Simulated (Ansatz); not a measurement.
# Phonon transport in KTaO3 (Pm-3m)

Aim: the lattice thermal conductivity of KTaO3 against temperature, and which phonons carry it.

What experiment has found for this phase:
- thermal conductivity 17 W/m/K near room temperature (given in “Glass-like thermal conductivity and narrow insulating gap of EuTiO3”, 2023, arxiv:2307.02058)

Program: Ansatz 0.2.0. Level of theory: DFT LDA, scalar-relativistic, plane waves, PAW; PAW set soft_1, in the first sound run; inputs show where later runs differ. Results are calculated unless marked as measured.

### Step 1. The starting structure

It takes space group Pm-3m (No. 221, cubic). The conventional cell has a = 3.988 Å, b = 3.988 Å, c = 3.988 Å, α = 90.00°, β = 90.00°, γ = 90.00°. Nearest to K lie 12 O at 2.82 Å. Nearest to Ta lie 6 O at 1.99 Å. O has 2 Ta at 1.99 Å and 4 K at 2.82 Å nearest. Farther neighbours and most contacts between anions are not listed.

### Step 2. Probe on a coarse mesh

Before spending time, one coarse run tells the gap and the pressure of the starting cell.

input.yaml reads:

```yaml
crystal:
  lattice:
    - [3.9883, 0.0, 0.0]
    - [0.0, 3.9883, 0.0]
    - [0.0, 0.0, 3.9883]
  atoms:
    - { symbol: K, position: [0.5, 0.5, 0.5] }
    - { symbol: Ta, position: [0.0, 0.0, 0.0] }
    - { symbol: O, position: [0.5, 0.0, 0.0] }
    - { symbol: O, position: [0.0, 0.5, 0.0] }
    - { symbol: O, position: [0.0, 0.0, 0.5] }
kpoints:
  mp_grid: { grid: [4, 4, 4] }
hamiltonian:
  xc: lda
  pseudopotentials: { kind: paw, azcp: { folder: soft_1 }, xc_functional: pbe }
scf:
  occupations: { method: gaussian, width: 0.1 }
  lower_state_search: "off"
output:
  forces: true
  stress: true
  eigenvalues: true
```

Launch:

```console
$ ansatz run input.yaml --threads 18 --pin off --max-ram 92160MiB --backend cuda --events-out ev --progress --plain --runs-dir out --max-vram 78GiB
```

Numbers of over 12 decimals in the logs are rounded to 6 here.

Log:

```text
Engine: ansatz 0.2.0, aarch64-unknown-linux-gnu
Pseudopotentials: kind: paw
Pseudopotential: K, paw, valence charge 9, recommended cutoff 420 eV (normal), soft_1/K.paw.azcp
Pseudopotential: Ta, paw, valence charge 13, recommended cutoff 420 eV (normal), soft_1/Ta.paw.azcp
Pseudopotential: O, paw, valence charge 6, recommended cutoff 420 eV (normal), soft_1/O.paw.azcp
Functional definition: SPW92
  exchange = slater_x
  correlation = pw_c
device memory: the entry about to start is reckoned to put 0.8 GiB on a device that reports 129.2 GiB free (of which the cap on the GPU budget leaves the run 78.0 GiB)
GPU FFT provider: cuFFT
GPU libraries: cuBLAS 13.8.1, cuFFT 12.4.0, cuSOLVER 12.3.2
GPU matrix products: emulated (plane waves: as basis.precision tells), large ones in fixed point in workspaces of 1.00 GiB
Crystal: 5 atoms, lattice volume = 63.440 Å³
Basis set: ecut = 420 eV, 1237 PW (Γ)
Bands: 25, of which v1, the nominal top of the filled ones, is band 20 counted from 1 (19 counted from 0)
Symmetry: 48 space group operations
Space group: Pm-3m (ITA 221), of the structure as read, at distance tolerance 4.0e-5 Å
k-points: 10 of 64
Non-local potential: K, projectors of the file, l = 0: 3, l = 1: 2, l = 2: 2
Non-local potential: Ta, projectors of the file, l = 0: 3, l = 1: 2, l = 2: 2, l = 3: 1
Non-local potential: O, projectors of the file, l = 0: 2, l = 1: 2, l = 2: 1
PAW form: soft (Blöchl's): semilocal exchange-correlation on the pseudo side does not see the compensation charge
PAW frozen core: K, regenerated for the run's functional, and the local potential with it (the file was generated under x = pbe(κ = 0.804, μ = 0.219515), c = pbe(β = 0.066725))
PAW frozen core: Ta, regenerated for the run's functional, and the local potential with it (the file was generated under x = pbe(κ = 0.804, μ = 0.219515), c = pbe(β = 0.066725))
PAW frozen core: O, regenerated for the run's functional, and the local potential with it (the file was generated under x = pbe(κ = 0.804, μ = 0.219515), c = pbe(β = 0.066725))
PAW one-centre angular grid: K, 110 points (default); XC on 64 Gauss nodes
PAW one-centre angular grid: Ta, 590 points (default); XC on 64 Gauss nodes
PAW one-centre angular grid: O, 110 points (default); XC on 64 Gauss nodes
Initial density: superposition of atomic densities (chi_scale 0.1, normalization cell, long waves kept (reshape's long-wave potential 0.00 eV rms))
Initial wavefunctions: pseudopotential atomic-orbital guess
GPU buffer pool allocated for 19683 grid points (all kernels)
GPU transforms: local potential and band sums: pruned to the plane-wave sphere, on 27×27×27
Functional: x = slater, c = lda
SCF iter   1: F=—  HF=-12852.301303 eV  |F-HF|=—  |Δ(HF+E_count)|=         —  Δρ=5.46e-2  dr2=1.69e0  ethr=3.10e-3  ⟨swp⟩=5.9  Hψ=1188  notcnv=0
preconditioner: auto → Resta (q_TF=auto, 2.526 Å⁻¹)  ε∞=4.5  [insulator: Δε(μ)=2.419 eV  Ē_g=13.573 eV  σ=0.100 eV  W_gap=1.00  n_scr=18 (ndim 8)  ℏωp=25.5 eV  f_vac=0.000  D(μ)=0.00/eV (n_scr^D=0)  ε∞_Penn≈4.5]
SCF iter   2: F=—  HF=-12851.902490 eV  |F-HF|=—  |Δ(HF+E_count)|=   3.99e-1  Δρ=2.79e-2  dr2=4.60e-1  ethr=3.10e-3  ⟨swp⟩=2.2  Hψ=470  notcnv=0  defer=10
SCF iter   3: F=—  HF=-12851.769374 eV  |F-HF|=—  |Δ(HF+E_count)|=   1.33e-1  Δρ=5.09e-3  dr2=1.55e-2  ethr=1.15e-3  ⟨swp⟩=2.8  Hψ=447  notcnv=0  defer=10
SCF iter   4: F=—  HF=-12851.766793 eV  |F-HF|=—  |Δ(HF+E_count)|=   2.58e-3  Δρ=3.57e-3  dr2=7.02e-3  ethr=3.88e-5  ⟨swp⟩=2.0  Hψ=386  notcnv=0  defer=10
SCF iter   5: F=—  HF=-12851.765309 eV  |F-HF|=—  |Δ(HF+E_count)|=   1.48e-3  Δρ=8.67e-4  dr2=3.08e-4  ethr=1.76e-5  ⟨swp⟩=2.0  Hψ=383  notcnv=0  defer=10
SCF iter   6: F=—  HF=-12851.765226 eV  |F-HF|=—  |Δ(HF+E_count)|=   8.28e-5  Δρ=9.60e-5  dr2=5.43e-6  ethr=7.71e-7  ⟨swp⟩=2.6  Hψ=409  notcnv=0  defer=10
SCF iter   7: F=—  HF=-12851.765376 eV  |F-HF|=—  |Δ(HF+E_count)|=   1.50e-4  Δρ=1.53e-5  dr2=1.19e-7  ethr=1.36e-8  ⟨swp⟩=2.0  Hψ=341  notcnv=0  defer=10
SCF iter   8: F=-12851.765376 eV  HF=-12851.765376 eV  |F-HF|=9.09e-12  |Δ(HF+E_count)|=   2.95e-8  Δρ=1.64e-6  dr2=1.46e-9  ethr=2.50e-10  ⟨swp⟩=10.6  Hψ=1136  notcnv=0
SCF 1 converged in 8 iterations: F = -12851.765376 eV  dr2 = 1.46e-9
  greatest PAW one-centre occupation: 0.999 electrons in one spin orbital (limit 2), on the Ta atom at site 1 (counted from 0), in its partial waves of l = 0
SCF converged after 8 iterations
Free energy (F): -12851.765376 eV
Harris-Foulkes:  -12851.765376 eV  (|F-HF|=9.09e-12)
Internal energy: -12851.765376 eV  (E = F + TS)
E sigma→0 (E₀):  -12851.765376 eV
Fermi energy:    9.374505 eV
--- Per-component energies (eV) ---
  E_band       = -266.241786
  E_kinetic    = 1144.989425
  E_local      = -2220.026004  (includes V_loc(G=0)·N_el)
  E_nonlocal   = 174.644052
  E_hartree    = 787.267264
  E_xc         = -661.859380
  E_vxc        = -668.311034  (∫ρ·V_xc dr)
  E_paw        = -9256.253200  (= ΣΔE_a)
  E_vpaw       = -272.076286  (= ΣTr[D̂ρ^β])
  E_aug_tail   = 0.002586  (compensation charges beyond the density's cutoff)
  E_ewald      = -2821.337382
  E_core_change = 0.807262  (= ΣΔE_core)
  E_smearing   = -0.000000  (= −TS)
  E_closure    = 0.000000  (closes the sum)
  Σ components = -12851.765376   (vs F -12851.765376, Δ=0.00e0)
--- Forces (eV/Å), atoms counted from 1 ---
  atom   1  K     -0.00000000    -0.00000000    -0.00000000
  atom   2  Ta     0.00000000     0.00000000    -0.00000000
  atom   3  O     -0.00000000    -0.00000000     0.00000000
  atom   4  O     -0.00000000     0.00000000    -0.00000000
  atom   5  O     -0.00000000     0.00000000    -0.00000000
  max |Σ_I F_I| component: 8.23e-25 eV/Å
--- Stress (GPa, compression-positive) ---
       -5.703550       0.000000       0.000000
        0.000000      -5.703550       0.000000
        0.000000       0.000000      -5.703550
  P = ⅓ Tr σ = -5.7036 GPa (-57.036 kbar)
--- Band table (eV; the first three rows and the last of 10) ---
  k-point 0: bands = [... 16 lower, 7.2668, 7.7126, 7.7126, 7.7126, 10.4053, 10.4053, 10.4053, 14.7157, ... 1 higher]
  k-point 1: bands = [... 16 lower, 6.6451, 7.0139, 7.5501, 7.5501, 10.4852, 11.9290, 11.9290, 15.1733, ... 1 higher]
  k-point 2: bands = [... 16 lower, 6.1605, 6.7826, 7.4842, 7.4842, 10.5688, 13.3009, 13.3009, 15.1892, ... 1 higher]
  k-point 9: bands = [... 16 lower, 4.4046, 8.3436, 8.3436, 8.3436, 14.7608, 14.7608, 14.7608, 17.0699, ... 1 higher]
```

It took 1.1 s on 1 × NVIDIA GB200 with 18 threads of Arm Neoverse V2, shared host; peak memory 1.1 GiB.

The column dr2 measures how far the density is from self-consistency, as an energy; F and HF (Harris–Foulkes) agree once it is small.

A gap read on the k-mesh alone can miss the band edges.

Numbers from this step:

```
pressure          : -5.704 GPa
gap on the k-mesh : 2.062 eV
volume per atom   : 12.69 Å³/atom
```

The start is under -5.7 GPa at this level and looks like an insulator or semiconductor on this mesh.

### Step 3. Relaxation

The vibrations must be taken about the equilibrium of this functional, not about the starting cell, so the structure is relaxed.

input.yaml, the sections that differ from step 2:

```yaml
kpoints:
  mp_grid: { grid: [8, 8, 8] }
scf:
  occupations: { method: gaussian, width: 0.02 }
  lower_state_search: "off"
relax:
  adjacent_minimum: "off"
  f_tol: 0.005
  max_steps: 80
  cell: { stress_tol: 0.05 }
# crystal, hamiltonian, output: as in step 2
```

Log:

```text
[...]
Crystal: 5 atoms, lattice volume = 63.440 Å³
Basis set: ecut = 420 eV, 1237 PW (Γ)
Bands: 25, of which v1, the nominal top of the filled ones, is band 20 counted from 1 (19 counted from 0)
Symmetry: 48 space group operations
[...]
k-points: 35 of 512
[...]
SCF iter   1: F=—  HF=-12852.321888 eV  |F-HF|=—  |Δ(HF+E_count)|=         —  Δρ=5.45e-2  dr2=1.68e0  ethr=3.10e-3  ⟨swp⟩=7.1  Hψ=4429  notcnv=0
[...]
SCF iter   2: F=—  HF=-12851.926142 eV  |F-HF|=—  |Δ(HF+E_count)|=   3.96e-1  Δρ=2.77e-2  dr2=4.58e-1  ethr=3.10e-3  ⟨swp⟩=2.2  Hψ=1678  notcnv=0  defer=35
[...]
SCF iter   8: F=-12851.790540 eV  HF=-12851.790540 eV  |F-HF|=3.02e-10  |Δ(HF+E_count)|=   6.48e-9  Δρ=1.83e-6  dr2=1.87e-9  ethr=2.50e-10  ⟨swp⟩=10.2  Hψ=4196  notcnv=0
SCF 1 converged in 8 iterations: F = -12851.790540 eV  dr2 = 1.87e-9
[...]
relax step   1: F+E_penalty+E_count = -12851.79053982 eV  Δ(F+E_penalty+E_count) = +0.000e0 eV  max|allowed force component| = 1.274e-25 eV/Å  Δτ_max = 0.0000 Å  P = -5.746 GPa  Ω = 63.440 Å³  (8 SCF iters, dr2 threshold 1.00e-7 eV, accepted)
[...]
Crystal: 5 atoms, lattice volume = 61.285 Å³
Basis set: ecut = 420 eV, 1213 PW (Γ)
[...]
iter 1 solved again at ethr=3.18e-5 eV; its pass at ethr=3.10e-3 eV (dr2=1.27e-2 eV) is discarded
[...]
SCF iter   2: F=—  HF=-12851.826676 eV  |F-HF|=—  |Δ(HF+E_count)|=   3.77e-3  Δρ=1.68e-3  dr2=1.90e-3  ethr=3.18e-5  ⟨swp⟩=2.2  Hψ=1543  notcnv=0
[...]
SCF iter   5: F=-12851.826038 eV  HF=-12851.826038 eV  |F-HF|=1.20e-8  |Δ(HF+E_count)|=   3.35e-7  Δρ=1.83e-5  dr2=2.25e-7  ethr=1.25e-9  ⟨swp⟩=5.3  Hψ=4812  notcnv=0
SCF 2 converged in 5 iterations: F = -12851.826038 eV  dr2 = 2.25e-7
[...]
SCF 3 converged in 5 iterations: F = -12851.826900 eV  dr2 = 1.40e-8
[...]
SCF 4 converged in 4 iterations: F = -12851.826962 eV  dr2 = 6.64e-10
[...]
SCF 5 converged in 5 iterations: F = -12851.822708 eV  dr2 = 2.95e-11
[...]
SCF 6 converged in 4 iterations: F = -12851.822826 eV  dr2 = 3.87e-9
[...]
SCF iter   3: F=-12851.822826 eV  HF=-12851.822826 eV  |F-HF|=2.18e-11  |Δ(HF+E_count)|=  6.55e-11  Δρ=2.46e-7  dr2=3.74e-11  ethr=1.00e-12  ⟨swp⟩=3.6  Hψ=4520  notcnv=0
SCF 7 converged in 3 iterations: F = -12851.822826 eV  dr2 = 3.74e-11
relax step   7: F+E_penalty+E_count = -12851.82282585 eV  Δ(F+E_penalty+E_count) = +2.256e-10 eV  max|allowed force component| = 1.059e-27 eV/Å  Δτ_max = 0.0000 Å  P = -0.002 GPa  Ω = 61.693 Å³  stress off target by 1.65e-3 GPa  SCF on the basis re-selected at this cell (its energy is not comparable with the rows above)  (3 SCF iters)
basis re-selected at this cell: Δ(F+E_penalty+E_count) = +2.256e-10 eV, ΔP = -0.001 GPa vs the last step (what re-selecting the basis moved, of the pressure what is left beyond the Pulay correction that the steps carried, after the strain that the cell walked since its last selection, with what the two solves' SCF thresholds leave and, on support functions, any second-order correction that the steps lacked; it is no  [...]
SCF converged after 3 iterations
Free energy (F): -12851.822826 eV
[...]
Internal energy: -12851.822826 eV  (E = F + TS)
E sigma→0 (E₀):  -12851.822826 eV
Fermi energy:    9.794222 eV
[...]
--- Stress (GPa, compression-positive) ---
       -0.001650       0.000000       0.000000
        0.000000      -0.001650       0.000000
        0.000000       0.000000      -0.001650
  P = ⅓ Tr σ = -0.0017 GPa (-0.017 kbar)
--- Band table (eV; the first three rows and the last of 35) ---
  k-point 0: bands = [... 16 lower, 7.6053, 8.1114, 8.1114, 8.1114, 10.8631, 10.8631, 10.8631, 15.3260, ... 1 higher]
  k-point 1: bands = [... 16 lower, 7.5239, 7.6382, 8.0255, 8.0255, 10.8881, 11.3773, 11.3773, 15.6116, ... 1 higher]
  k-point 2: bands = [... 16 lower, 6.9904, 7.3379, 7.9420, 7.9420, 10.9498, 12.4449, 12.4449, 15.9098, ... 1 higher]
  k-point 34: bands = [... 16 lower, 4.7068, 8.7253, 8.7253, 8.7253, 15.4137, 15.4137, 15.4137, 17.5379, ... 1 higher]
--- Relaxed structure (5 steps of the walk, 5 accepted, 2 SCFs on fresh bases) ---
  F+E_penalty+E_count = -12851.82282585 eV   max|allowed force component| = 1.059e-27 eV/Å   (the final SCF, on the basis selected at the relaxed cell)
  cell:  # Å, volume = 61.6934 Å³
    - [3.951357, 0, 0]
    - [0, 3.951357, 0.0]
    - [0, 0.0, 3.951357]
  atoms:
    - { symbol: K, position: [0.500000, 0.500000, 0.500000] }
    - { symbol: Ta, position: [0, 0, 0] }
    - { symbol: O, position: [0.500000, 0, 0] }
    - { symbol: O, position: [0, 0.500000, 0] }
    - { symbol: O, position: [0, 0, 0.500000] }
```

Wall time 6.8 s (1 × NVIDIA GB200 with 18 threads); peak memory 1.1 GiB.

Step by step:

```tsv
step	energy less that of the first step (eV)	largest force component (eV/Å)	pressure (GPa)	volume (Å³)
1	0.0000	0.0000	-5.75	63.44
2	-0.0355	0.0000	1.63	61.29
3	-0.0364	0.0000	-0.07	61.75
4	-0.0364	0.0000	0.00	61.73
5	-0.0322	0.0000	-0.13	61.73
6	-0.0323	0.0000	0.00	61.69
7*	-0.0323	0.0000	0.00	61.69
```

Relaxation steps marked * repeat the geometry before them on a plane-wave basis chosen anew for their cell, so energy and pressure can jump there. The log counts 2 steps on a newly chosen plane-wave basis, not all of them marked here; energy and pressure can jump at such steps.

The run keeps the 48 symmetry operations that it works with, so distortions that break them were not tested.

```tsv
conventional cell, symmetrised	before	after	change
a (Å)	3.988	3.951	-0.9 %
b (Å)	3.988	3.951	-0.9 %
c (Å)	3.988	3.951	-0.9 %
volume (Å³/atom)	12.69	12.34	-2.8 %
```

The relaxed structure:

```xyz
5
Lattice="3.9514 0.0000 0.0000 0.0000 3.9514 0.0000 0.0000 0.0000 3.9514" Properties=species:S:1:pos:R:3 pbc="T T T"
K     1.9757    1.9757    1.9757
Ta    0.0000    0.0000    0.0000
O     1.9757    0.0000    0.0000
O     0.0000    1.9757    0.0000
O     0.0000    0.0000    1.9757
```

This step gave:

- pressure: -0.001650 GPa
- gap on the k-mesh: 2.138 eV
- volume per atom: 12.34 Å³/atom

The relaxation ends with a pressure of 0.00 GPa.

### Step 4. Tight relaxation

The relaxation is repeated with tighter thresholds on force and stress, since phonons are sensitive to what is left; a change of mesh or smearing in the input moves the cell too.

input.yaml, the sections that differ from step 3:

```yaml
crystal:
  lattice:
    - [3.9513565341, 0.0, 0.0]
    - [0.0, 3.9513565341, 0.0]
    - [0.0, 0.0, 3.9513565341]
  atoms:
    - { symbol: K, position: [0.5, 0.5, 0.5] }
    - { symbol: Ta, position: [0.0, 0.0, 0.0] }
    - { symbol: O, position: [0.5, 0.0, 0.0] }
    - { symbol: O, position: [0.0, 0.5, 0.0] }
    - { symbol: O, position: [0.0, 0.0, 0.5] }
kpoints:
  mp_grid: { grid: [9, 9, 9] }
scf:
  occupations: { method: fixed }
  lower_state_search: "off"
relax:
  adjacent_minimum: "off"
  f_tol: 0.001
  max_steps: 60
  cell: { stress_tol: 0.01 }
# hamiltonian, output: as in step 3
```

Log:

```text
[...]
GPU FFT provider: cuFFT
GPU libraries: cuBLAS 13.8.1, cuFFT 12.4.0, cuSOLVER 12.3.2
[...]
Crystal: 5 atoms, lattice volume = 61.693 Å³
Basis set: ecut = 420 eV, 1213 PW (Γ)
Bands: 25, of which v1, the nominal top of the filled ones, is band 20 counted from 1 (19 counted from 0)
Symmetry: 48 space group operations
[...]
k-points: 35 of 729
[...]
--- Relaxed structure (1 steps of the walk, 1 accepted, 1 SCFs on fresh bases) ---
[...]
cell:  # Å, volume = 61.6934 Å³
    - [3.9513565341, 0.0, 0.0]
    - [0.0, 3.9513565341, 0.0]
    - [0.0, 0.0, 3.9513565341]
  atoms:
    - { symbol: K, position: [0.500000, 0.500000, 0.500000] }
    - { symbol: Ta, position: [0.0, 0.0, 0.0] }
    - { symbol: O, position: [0.500000, 0.0, 0.0] }
    - { symbol: O, position: [0.0, 0.500000, 0.0] }
    - { symbol: O, position: [0.0, 0.0, 0.500000] }
[key lines of the parts left out:]
SCF converged after 5 iterations
Free energy (F): -12851.822653 eV
Fermi energy:    8.687361 eV
P = ⅓ Tr σ = -0.0024 GPa (-0.024 kbar)
```

It took 3.4 s on 1 × NVIDIA GB200 with 18 threads; peak memory 1.1 GiB.

Little changed from the start: no atom moved by 0.005 Å and no cell edge by 0.1 %.

Numbers from this step:

- pressure: -0.002426 GPa
- gap on the k-mesh: 2.176 eV

The residual pressure is -0.0024 GPa, small enough for phonons.

### Step 5. An input with a fault

This input was changed on purpose, to see how the program answers.

input.yaml, the sections that differ from step 4:

```yaml
kpoints:
  mp_grid: { grid: [6, 6, 6] }
scf:
  occupations: { method: fixed }
  lower_state_search: "off"
  max_iter: 80
output:
  eigenvalues: true
phonons:
  supercell: [2, 2, 2]
  dielectric: false
  lattice_thermal_conductivity:
    qmesh: [9, 9, 9]
    temperatures: [300]
    isotope_mass_variance:
      - { species: K, variance: 0.000164 }
      - { species: O, variance: 3.359e-05 }
      - { species: Ta, variance: 3.668e-09 }
# crystal, hamiltonian: as in step 4
# relax: removed
```

Log:

```text
Error: invalid value for `phonons.lattice_thermal_conductivity`: set without third_order — the Boltzmann solve scatters phonons through the third-order force constants, which that block's batch computes; add phonons.third_order (supercell and pair_cutoff), or remove lattice_thermal_conductivity
```

Wall time 0.03 s (18 threads); peak memory 0.035 GiB.

The input was rejected at the start.

The program's message: “Error: invalid value for `phonons.lattice_thermal_conductivity`: set without third_order — the Boltzmann solve scatters phonons through the third-order force constants, which that block's batch comput …”

The fault put into the input: a conductivity without third-order constants.

(Part 1 of 3 ends here.)

[Logs are printed without paths, hosts, clocks, repeated set-up lines and the standing remarks that a program may print on its own settings, such as how far it seeks lower states.]

[Hosts, paths, dates, database ids (printed as entryN), source tags and the programs' standing remarks are cut or masked in the printed files.]

[A step with changed settings may run another functional than the one named; its input shows which.]
